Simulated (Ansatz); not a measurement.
# Doping TiC (Fm-3m) with electrons and holes

How do λ and ρ of TiC (Fm-3m) move with the band filling?

Calculated with Ansatz 0.2.0; DFT PBE, scalar-relativistic, plane waves, PAW; PAW set soft_1.

## 1. Set-up

Symmetry: Fm-3m, No. 225, cubic system. The conventional cell has a = 4.319 Å, b = 4.319 Å, c = 4.319 Å, α = 90.00°, β = 90.00°, γ = 90.00°. Nearest to Ti lie 6 C at 2.16 Å. Nearest to C lie 6 Ti at 2.16 Å. Farther neighbours are not listed.

Structure file:

```cif
data_structure
_symmetry_space_group_name_H-M 'Fm-3m'
_symmetry_Int_Tables_number 225
_cell_length_a 4.3186
_cell_length_b 4.3186
_cell_length_c 4.3186
_cell_angle_alpha 90.000
_cell_angle_beta 90.000
_cell_angle_gamma 90.000
_cell_volume 80.54
loop_
_atom_site_label
_atom_site_type_symbol
_atom_site_symmetry_multiplicity
_atom_site_Wyckoff_symbol
_atom_site_fract_x
_atom_site_fract_y
_atom_site_fract_z
_atom_site_occupancy
Ti1 Ti 4 a 0.00000 0.00000 0.00000 1
C1 C 4 b 0.50000 0.00000 0.00000 1
```

## 2. Relaxation

Lattice constant and positions set the bands and the force constants, so the cell is relaxed first.

Contents of input.yaml:

```yaml
crystal:
  lattice:
    - [0.0, 2.1593, 2.1593]
    - [2.1593, 0.0, 2.1593]
    - [2.1593, 2.1593, 0.0]
  atoms:
    - { symbol: Ti, position: [0.0, 0.0, 0.0] }
    - { symbol: C, position: [0.5, 0.5, 0.5] }
kpoints:
  mp_grid: { grid: [12, 12, 12] }
hamiltonian:
  xc: pbe
  pseudopotentials: { kind: paw, azcp: { folder: soft_1 } }
scf:
  occupations: { method: gaussian, width: 0.1 }
output:
  forces: true
  stress: true
  eigenvalues: true
relax:
  adjacent_minimum: "off"
  f_tol: 0.005
  max_steps: 80
  cell: { stress_tol: 0.05 }
```

The run is started by

```console
> ansatz run input.yaml --threads 8 --pin off --max-ram 20480MiB --backend cpu --events-out ev --progress --plain --runs-dir out
```

The runs that follow: electron–phonon run: q 4×4×4, k 12×12×12, scattering 16×16×16; resistivity: 0.1 holes added a cell on a uniform background; electron–phonon run: 0.1 electrons added a cell on a uniform background; electron–phonon run: 0.2 holes added a cell on a uniform background; resistivity: 0.2 electrons added a cell on a uniform background; electron–phonon run: 0.05 holes added a cell on a uniform background; coupling and resistivity: 0.05 electrons added a cell on a uniform background; coupling and resistivity: 0.15 holes added a cell on a uniform background; resistivity: 0.15 electrons added a cell on a uniform background; the variants together. Settings of the main run: cutoff 420 eV, 12×12×12 k-mesh, Methfessel-Paxton occupations, smearing width 0.2 eV, 16×16×16 scattering mesh, 4×4×4 q-mesh, PAW set soft 1.

**Question.** What will these runs give for the change between its two finest scattering meshes; and +0.05 electrons a cell: N(E_F), λ, ρ(300 K)?

With 2 atoms in the cell there are 6 branches, three of them acoustic and zero at Γ. The masses differ by a factor of 4.0 (Ti against C): the 3 top branches, three for each C, split off, and on this path no mode lies between 448 and 504 cm⁻¹. Over the 9 runs that ended, ρ(300 K) of TiC (Fm-3m) spans 7.06 to 14.3 μΩ cm and λ 0.155 to 0.338; the run with 0.2 holes added a cell on a uniform background lies farthest from the median resistivity of 14.0 (-50 %).

| Quantity | Value |
| --- | --- |
| run | PBE, q 4×4×4, k 12×12×12, scattering 16×16×16 |
| coupling constant λ | 0.207 |
| log mean phonon energy ħω_log | 48.8 meV |
| resistivity at 300 K | 14.3 μΩ cm |
| Drude plasma energy | 3.54 eV |
| resistivity times mean free path | 24.2 × 10⁻¹⁶ Ω m² |
| change between its two finest scattering meshes | λ 66 %, resistivity at 300 K 19 % |
| -0.2 electrons a cell: N(E_F), λ, ρ(300 K) | 0.227 states/eV a spin, 0.228, 7.06 μΩ cm |
| -0.15 electrons a cell: N(E_F), λ, ρ(300 K) | 0.190 states/eV a spin, 0.198, 8.16 μΩ cm |
| -0.1 electrons a cell: N(E_F), λ, ρ(300 K) | 0.160 states/eV a spin, 0.174, 9.90 μΩ cm |
| -0.05 electrons a cell: N(E_F), λ, ρ(300 K) | 0.120 states/eV a spin, 0.155, 11.2 μΩ cm |
| +0 electrons a cell: N(E_F), λ, ρ(300 K) | 0.145 states/eV a spin, 0.207, 14.3 μΩ cm |
| +0.05 electrons a cell: N(E_F), λ, ρ(300 K) | 0.155 states/eV a spin, 0.234, 14.2 μΩ cm |
| +0.1 electrons a cell: N(E_F), λ, ρ(300 K) | 0.174 states/eV a spin, 0.264, 14.0 μΩ cm |
| +0.15 electrons a cell: N(E_F), λ, ρ(300 K) | 0.203 states/eV a spin, 0.307, 14.1 μΩ cm |
| +0.2 electrons a cell: N(E_F), λ, ρ(300 K) | 0.226 states/eV a spin, 0.338, 14.2 μΩ cm |

The cell is held at the neutral lattice, and the background stands in for dopants, which would also scatter. The coupling is weak (λ = 0.21), so phonons raise the electrons' mass at the Fermi surface by about 21 %, if this value holds on finer meshes. By the run's own test λ moves by 66 % between the two scattering meshes. The high-temperature form ρ = 2π k_B T λ_tr/(ħ ε₀ ω_p²) gives 21.3 μΩ cm along x at 300 K, against 14.3 from the Boltzmann equation; with λ this far from converged in the mesh, the gap between them says little. By their share in the modes' patterns, C atoms take 58 % of λ. The three lowest branches give 40 % of λ. By the run's own test, which takes the component that moves most, the resistivity at 300 K moves by 19 % between its two finest scattering meshes, so it is not converged. In the run quoted no mode is imaginary at the wavevectors of the 4×4×4 mesh; wavevectors off that mesh are interpolated. Only scattering by harmonic phonons counts; impurities, grain boundaries and thermal expansion are left out. The phonon runs are not spin-polarised.

[Logs are printed without paths, hosts, clocks, repeated set-up lines and the standing remarks that a program may print on its own settings, such as how far it seeks lower states.]

[Hosts, paths, dates, database ids (printed as entryN), source tags and the programs' standing remarks are cut or masked in the printed files.]
